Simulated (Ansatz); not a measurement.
Rows from a G0W0 calculation on WS2 (Tungstenite) (Ansatz 0.2.0; G0W0 on PBE, plane waves, PAW; 6×6×2 mesh, 681 empty bands, screening to 200 eV), in eV. Spin-orbit coupling is left out.

```tsv
row	k	band	start	Σx	Σc at the solution	Vxc
A	(0.167, 0.167, 0.000)	c1	12.750	-12.989	-3.891	-16.924
B	Γ	c1	14.083	-13.764	-4.468	-18.415
C	(0.167, 0.167, 0.000)	v1	10.263	-19.583	1.115	-18.075
D	Γ	v2	10.546	-18.276	0.882	-16.985
E	(0.167, 0.167, 0.000)	c2	13.604	-14.194	-4.358	-18.673
F	Γ	v1	11.772	-19.500	0.322	-18.813
```

Give the quasiparticle energies and the shift of each level.

The quasiparticle equation reads E = start + Σx + Σc(E) − Vxc.

```tsv
row	E (eV)	shift (eV)
A	12.794	+0.044
B	14.267	+0.184
C	9.870	−0.393
D	10.137	−0.409
E	13.726	+0.122
F	11.407	−0.365
```

The gap over the computed points goes from 0.98 eV to 1.39 eV.

Limits: not at the basis limit; no spin-orbit coupling; coarse k mesh.

[Paths, hosts, dates, memory and timing lines, banners, echoed tables and standing remarks are left out of the program output.]

[Logs are printed without paths, hosts, clocks, repeated set-up lines and the standing remarks that a program may print on its own settings, such as how far it seeks lower states.]

[Runs of the session that timed out or met a known fault of the program may be left out.]

[Cells called generated may have been cut or substituted from an entry of the Crystallography Open Database or the Materials Project.]

[Hosts, paths, dates, database ids (printed as entryN), source tags and the programs' standing remarks are cut or masked in the printed files.]
